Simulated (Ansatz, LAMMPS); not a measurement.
## Structural relaxation of amorphous carbon (106 atoms)

Aim: bring amorphous carbon (106 atoms) to a nearby minimum of the energy and see what moves.

Calculated with Ansatz 0.2.0; Kohn-Sham DFT, PBE, PAW (set soft_2), plane waves.

This is a report of a sequence of runs, with most program output left out.

## (1) The starting structure

The cell holds 106 atoms: 106 C. Cell: a = 10.737 Å, b = 10.737 Å, c = 10.737 Å, α = 90.0°, β = 90.0°, γ = 90.0°. 106 atoms (106 C) placed at random at 1.71 g/cm³, melted at 6000 K for 10 ps at fixed volume with the LCBOP (Los and Fasolino, Phys. Rev. B 68, 024107 (2003)). Quenched from 6000 K to 100 K at 500 K/ps and fixed volume, held 5 ps, then minimised at fixed cell.

Limits known from the start: The quench rate of 500 K/ps far exceeds what a furnace or splat quench reaches, so expect more defects and frozen-in strain than in a real sample. The starting topology of bonds comes from the classical model. Sampling is at Γ alone, for a cell whose shortest periodic width is 11 Å.

## (2) Making the structure

A classical potential supplies the starting structure, since it reaches far longer times than DFT.

This step: classical MD, LCBOP (Los and Fasolino, Phys. Rev. B 68, 024107 (2003)) (LAMMPS 22 Jul 2025 - Update 4).

in.lmp

```
# melt-quench of C106
units metal
atom_style atomic
boundary p p p
region box block 0 10.7370 0 10.7370 0 10.7370
create_box 1 box
mass 1 12.0110   # C
create_atoms 1 random 106 757277 NULL overlap 1.63 maxtry 2000
pair_style lcbop
pair_coeff * * C.lcbop C
neigh_modify delay 0 every 1 check yes
thermo_style custom step time temp pe press density
thermo_modify norm yes
timestep 0.0005
thermo 100
min_style cg
minimize 1e-4 1e-4 200 2000
reset_timestep 0
velocity all create 6000 757278 mom yes dist gaussian
fix lim all nve/limit 0.05
fix lan all langevin 6000 6000 0.05 757279 zero yes
thermo 500
run 1000 post no
unfix lim
unfix lan
thermo 3333
fix md all nvt temp 6000 6000 0.05
run 20000 post no
unfix md
thermo 2360
fix md all nvt temp 6000 100 0.05
run 23600 post no
unfix md
thermo 5000
fix md all nvt temp 100 100 0.05
run 10000 post no
unfix md
thermo 100
min_style cg
minimize 0 1e-3 2000 20000
write_dump all custom glass.dump id type xs ys zs modify sort id
```

The run is started by

```
> lmp -in in.lmp -log none -nocite
```

Run time: 34 s. Hardware: 1 thread of Arm Neoverse V2, shared host; peak memory 0.071 GiB.

## (3) Single point at the start

A single point comes first, to see the forces before anything moves.

input.yaml

```yaml
crystal:
  lattice:
    - [10.737, 0.0, 0.0]
    - [0.0, 10.737, 0.0]
    - [0.0, 0.0, 10.737]
  atoms:
    - { symbol: C, position: [0.68092, 0.9665, 0.69764] }
    - { symbol: C, position: [0.95815, 0.34392, 0.3778] }
    - { symbol: C, position: [0.70664, 0.1126, 0.47028] }
    - { symbol: C, position: [0.47444, 0.7749, 0.02686] }
    - { symbol: C, position: [0.9886, 0.95929, 0.30629] }
    - { symbol: C, position: [0.29589, 0.44016, 0.15221] }
    - { symbol: C, position: [0.22841, 0.19912, 0.82689] }
    - { symbol: C, position: [0.59942, 0.98701, 0.91959] }
    - { symbol: C, position: [0.15673, 0.09085, 0.38334] }
    - { symbol: C, position: [0.49471, 0.45866, 0.60835] }
    - { symbol: C, position: [0.72342, 0.6342, 0.37048] }
    - { symbol: C, position: [0.9762, 0.68801, 0.19638] }
    - { symbol: C, position: [0.61078, 0.90375, 0.14884] }
    - { symbol: C, position: [0.89471, 0.74015, 0.59935] }
    - { symbol: C, position: [0.90697, 0.64089, 0.50625] }
    - { symbol: C, position: [0.08107, 0.20842, 0.82704] }
    - { symbol: C, position: [0.36285, 0.21832, 0.44786] }
    - { symbol: C, position: [0.37126, 0.8172, 0.3355] }
    - { symbol: C, position: [0.99381, 0.29866, 0.89191] }
    - { symbol: C, position: [0.85271, 0.22838, 0.62817] }
    - { symbol: C, position: [0.36582, 0.99799, 0.47521] }
    - { symbol: C, position: [0.21132, 0.81182, 0.49719] }
    - { symbol: C, position: [0.77918, 0.04317, 0.07785] }
    - { symbol: C, position: [0.23818, 0.41209, 0.72805] }
    - { symbol: C, position: [0.72034, 0.53713, 0.5798] }
    - { symbol: C, position: [0.67473, 0.30663, 0.20884] }
    - { symbol: C, position: [0.03109, 0.2887, 0.27397] }
    - { symbol: C, position: [0.63235, 0.41386, 0.4154] }
    - { symbol: C, position: [0.08401, 0.87408, 0.4972] }
    - { symbol: C, position: [0.20333, 0.72185, 0.74826] }
    - { symbol: C, position: [0.0198, 0.1044, 0.75707] }
    - { symbol: C, position: [0.31374, 0.88074, 0.43715] }
    - { symbol: C, position: [0.19271, 0.4976, 0.63763] }
    - { symbol: C, position: [0.97393, 0.6436, 0.0813] }
    - { symbol: C, position: [0.67083, 0.90598, 0.82153] }
    - { symbol: C, position: [0.85087, 0.95171, 0.54557] }
    - { symbol: C, position: [0.82724, 0.29734, 0.39741] }
    - { symbol: C, position: [0.10566, 0.9996, 0.75406] }
    - { symbol: C, position: [0.51879, 0.65812, 0.26976] }
    - { symbol: C, position: [0.21471, 0.63291, 0.64483] }
    - { symbol: C, position: [0.57124, 0.48568, 0.84828] }
    - { symbol: C, position: [0.71225, 0.33958, 0.3334] }
    - { symbol: C, position: [0.82866, 0.46109, 0.61445] }
    - { symbol: C, position: [0.66209, 0.39569, 0.89821] }
    - { symbol: C, position: [0.60442, 0.28982, 0.9603] }
    - { symbol: C, position: [0.48572, 0.86266, 0.1243] }
    - { symbol: C, position: [0.92467, 0.51208, 0.53486] }
    - { symbol: C, position: [0.81021, 0.00785, 0.662] }
    - { symbol: C, position: [0.01077, 0.43073, 0.47361] }
    - { symbol: C, position: [0.80791, 0.5701, 0.91395] }
    - { symbol: C, position: [0.95171, 0.85716, 0.55573] }
    - { symbol: C, position: [0.89251, 0.87053, 0.30318] }
    - { symbol: C, position: [0.66221, 0.98322, 0.04917] }
    - { symbol: C, position: [0.17639, 0.40817, 0.1487] }
    - { symbol: C, position: [0.6843, 0.5311, 0.44869] }
    - { symbol: C, position: [0.8522, 0.66754, 0.38666] }
    - { symbol: C, position: [0.68361, 0.65171, 0.63542] }
    - { symbol: C, position: [0.25951, 0.68881, 0.53221] }
    - { symbol: C, position: [0.31156, 0.074, 0.83612] }
    - { symbol: C, position: [0.56925, 0.9331, 0.61629] }
    - { symbol: C, position: [0.49151, 0.242, 0.48236] }
    - { symbol: C, position: [0.79829, 0.21285, 0.50118] }
    - { symbol: C, position: [0.85702, 0.35, 0.68851] }
    - { symbol: C, position: [0.53601, 0.36861, 0.50366] }
    - { symbol: C, position: [0.51163, 0.81356, 0.64844] }
    - { symbol: C, position: [0.50538, 0.22696, 0.88382] }
    - { symbol: C, position: [0.12182, 0.69559, 0.84333] }
    - { symbol: C, position: [0.40305, 0.8239, 0.72162] }
    - { symbol: C, position: [0.1305, 0.4434, 0.53066] }
    - { symbol: C, position: [0.78999, 0.43719, 0.88822] }
    - { symbol: C, position: [0.67015, 0.84631, 0.26105] }
    - { symbol: C, position: [0.64072, 0.71256, 0.29633] }
    - { symbol: C, position: [0.28867, 0.10705, 0.43542] }
    - { symbol: C, position: [0.49957, 0.01495, 0.52787] }
    - { symbol: C, position: [0.43308, 0.3139, 0.79915] }
    - { symbol: C, position: [0.63126, 0.28107, 0.09205] }
    - { symbol: C, position: [0.76704, 0.91058, 0.33338] }
    - { symbol: C, position: [0.39636, 0.87149, 0.21927] }
    [... 22 atom lines left out ...]
    - { symbol: C, position: [0.06291, 0.3408, 0.15042] }
    - { symbol: C, position: [0.06852, 0.1603, 0.29076] }
    - { symbol: C, position: [0.0099, 0.31574, 0.0274] }
    - { symbol: C, position: [0.40747, 0.49375, 0.15433] }
    - { symbol: C, position: [0.91404, 0.74085, 0.29674] }
    - { symbol: C, position: [0.47148, 0.08921, 0.88145] }
kpoints:
  mp_grid: { grid: [1, 1, 1] }
hamiltonian:
  xc: pbe
scf:
  occupations: { method: gaussian, width: 0.05 }
output:
  forces: true
  stress: true
  populations: intrinsic
  dos:
    method: { smearing: { sigma: 0.08 } }
    de: 0.1
    projected: { site_lists: { C: [C] } }
  eigenvalues: true
```

The run is started by

```
> ansatz run input.yaml --threads 4 --pin off --max-ram 8192MiB --backend cpu --events-out ev --progress --plain --runs-dir out
```

The job ended after 17 s (4 threads of Arm Neoverse V2, shared host; peak memory 1.4 GiB).

Numbers from this run:

| Property | Result |
| --- | --- |
| free energy | -26482.3372 eV |
| free energy per atom | -249.8334 eV/atom |
| SCF cycles | 16 |
| pressure | -14.41 GPa |
| r.m.s. force component | 1.208 eV/Å |
| longest force | 5.378 eV/Å |
| Fermi energy | 3.94 eV |
| levels partly filled by over 2 per cent | 4 |

The r.m.s. force component of 1.2 eV/Å and the pressure of -14 GPa set the starting point.

Neighbours are counted within 1.85 Å (C-C).

Length of the force by element and coordination:

| element | coordination | atoms | mean length of the force (eV/Å) | spread | least | most |
| --- | --- | --- | --- | --- | --- | --- |
| C | all | 106 | 1.84 | 1.01 | 0.212 | 5.38 |
| C | 1 | 1 | 1.35 | 0 | 1.35 | 1.35 |
| C | 2 | 18 | 2.10 | 1.46 | 0.688 | 5.38 |
| C | 3 | 87 | 1.79 | 0.876 | 0.212 | 3.90 |

## (4) Relaxation

With the cell held, the atoms are moved downhill towards a nearby minimum.

input.yaml, the sections that differ from step 3:

```yaml
output:
  forces: true
relax:
  f_tol: 0.03
  max_steps: 200
# crystal, kpoints, hamiltonian, scf: as in step 3
```

The job ended after 5.5 min (4 threads; peak memory 1.3 GiB).

Relaxation path (22 of 53):

| step | energy less that of the first step (eV) | largest force component (eV/Å) |
| --- | --- | --- |
| 1 | 0.0000 | 4.6738 |
| 3 | -7.7565 | 1.4678 |
| 6 | -11.0403 | 1.4805 |
| 8 | -13.0982 | 1.9886 |
| 11 | -15.9430 | 2.5621 |
| 13 | -17.5807 | 1.9787 |
| 16 | -19.6046 | 1.3396 |
| 18 | -19.8398 | 0.3387 |
| 21 | -19.9241 | 0.1835 |
| 23 | -20.0401 | 0.6952 |
| 26 | -20.2000 | 0.3015 |
| 28 | -20.2203 | 0.2179 |
| 31 | -20.2395 | 0.1070 |
| 33 | -20.2439 | 0.0735 |
| 36 | -20.2534 | 0.1652 |
| 38 | -20.2593 | 0.1137 |
| 41 | -20.2725 | 0.2557 |
| 43 | -20.5514 | 0.7687 |
| 46 | -20.6092 | 1.4450 |
| 48 | -20.6621 | 0.1470 |
| 51 | -20.6653 | 0.0445 |
| 53 | -20.6657 | 0.0190 |

Relaxation steps 17, 44 were tried and not accepted.

The atoms that moved most (Å):

| atom | dx | dy | dz | length |
| --- | --- | --- | --- | --- |
| C67 | -0.562 | 1.827 | -1.613 | 2.501 |
| C8 | 0.437 | -1.008 | 0.421 | 1.176 |
| C106 | -0.896 | 0.534 | 0.220 | 1.066 |
| C30 | -0.319 | 0.668 | -0.432 | 0.857 |
| C4 | 0.739 | 0.362 | -0.191 | 0.845 |
| C104 | -0.590 | 0.433 | -0.169 | 0.751 |
| C66 | -0.596 | 0.286 | 0.236 | 0.702 |
| C24 | -0.273 | -0.051 | -0.546 | 0.612 |

The relaxation changed the energy by -195 meV/atom, and atoms moved by 0.44 Å r.m.s., 2.5 Å at most.

## (5) Structure statistics after relaxation

Bonds before and after, by the cutoffs listed below:

| pair | bonds before | bonds after | mean before (Å) | mean after (Å) | spread before (Å) | spread after (Å) |
| --- | --- | --- | --- | --- | --- | --- |
| C-C | 149 | 156 | 1.472 | 1.475 | 0.062 | 0.083 |

Density 1.71 g/cm³, 11.68 Å³ an atom.

Pair distribution function in bins of 0.2 Å:

| r (Å) | total |
| --- | --- |
| 1.20 | 0.27 |
| 1.40 | 4.25 |
| 1.60 | 1.75 |
| 1.80 | 0.06 |
| 2.00 | 0.02 |
| 2.20 | 0.09 |
| 2.40 | 1.74 |
| 2.60 | 1.69 |
| 2.80 | 1.05 |
| 3.00 | 0.58 |
| 3.20 | 0.77 |
| 3.40 | 0.72 |
| 3.60 | 1.06 |
| 3.80 | 1.20 |
| 4.00 | 1.07 |
| 4.20 | 0.98 |
| 4.40 | 1.02 |
| 4.60 | 0.98 |
| 4.80 | 1.12 |
| 5.00 | 1.17 |
| 5.20 | 1.13 |

Bonds by pair of elements; cutoffs follow the first minimum of g(r), held within bounds set by covalent radii, and pairs that aren't listed don't count as bonded:

| pair A-B | cutoff (Å) | bonds | mean length (Å) | spread (Å) | shortest (Å) | B about A | A about B |
| --- | --- | --- | --- | --- | --- | --- | --- |
| C-C | 1.85 | 156 | 1.48 | 0.083 | 1.25 | 2.94 | 2.94 |

How many atoms have how many bonded neighbours:

| element | mean | 2 | 3 | 4 |
| --- | --- | --- | --- | --- |
| C | 2.94 | 14 | 84 | 8 |

Bond angles, per cent of each kind in bins of 5°:

| angle (°) | C-C-C |
| --- | --- |
| 50–55 | 0.3 |
| 55–60 | 0.3 |
| 60–65 | 1.3 |
| 65–70 | 0.0 |
| 70–75 | 0.0 |
| 75–80 | 0.3 |
| 80–85 | 0.3 |
| 85–90 | 1.0 |
| 90–95 | 0.6 |
| 95–100 | 2.2 |
| 100–105 | 6.0 |
| 105–110 | 10.8 |
| 110–115 | 16.6 |
| 115–120 | 15.6 |
| 120–125 | 12.1 |
| 125–130 | 11.5 |
| 130–135 | 7.0 |
| 135–140 | 6.0 |
| 140–145 | 1.0 |
| 145–150 | 2.2 |
| 150–155 | 1.0 |
| 155–160 | 1.6 |
| 160–165 | 0.6 |
| 165–170 | 0.6 |
| 170–175 | 0.6 |
| 175–180 | 0.3 |

Bond angles (no mean is given where the spread exceeds 20°):

| angle | count | mean (°) | spread (°) |
| --- | --- | --- | --- |
| C-C-C | 314 | 120 | 17 |

Bond length by coordination (bonds to H left out):

| element | coordination | atoms | mean bond length (Å) |
| --- | --- | --- | --- |
| C | 2 | 14 | 1.34 |
| C | 3 | 84 | 1.47 |
| C | 4 | 8 | 1.59 |

Rings of the network by King's shortest-path rule, up to 12 atoms, one path for each pair of neighbours; H, halogens, alkali and alkaline-earth atoms are left out, and the last column divides by all other atoms, bonded or not:

| ring size (atoms) | rings | per network atom |
| --- | --- | --- |
| 3 | 2 | 0.019 |
| 4 | 2 | 0.019 |
| 5 | 8 | 0.075 |
| 6 | 7 | 0.066 |
| 7 | 10 | 0.094 |
| 8 | 11 | 0.104 |
| 9 | 9 | 0.085 |
| 10 | 16 | 0.151 |
| 11 | 9 | 0.085 |
| 12 | 9 | 0.085 |

With the cutoffs above, 79 % of C atoms have 3 bonded neighbours. The C-C-C angle averages 120° with a spread of 17°. Read as hybridisation, 8 % of the carbon is sp3 and 79 % sp2. Bonds at C atoms with 2 neighbours average 1.34 Å, against 1.59 Å at those with 4. Rings of 10 atoms are the most common (19 % of those counted); sizes run from 3 to 12, where the search stops.

(Part 1 of 2 ends here.)

[Logs are printed without paths, hosts, clocks, repeated set-up lines and the standing remarks that a program may print on its own settings, such as how far it seeks lower states.]

[Hosts, paths, dates, database ids (printed as entryN), source tags and the programs' standing remarks are cut or masked in the printed files.]
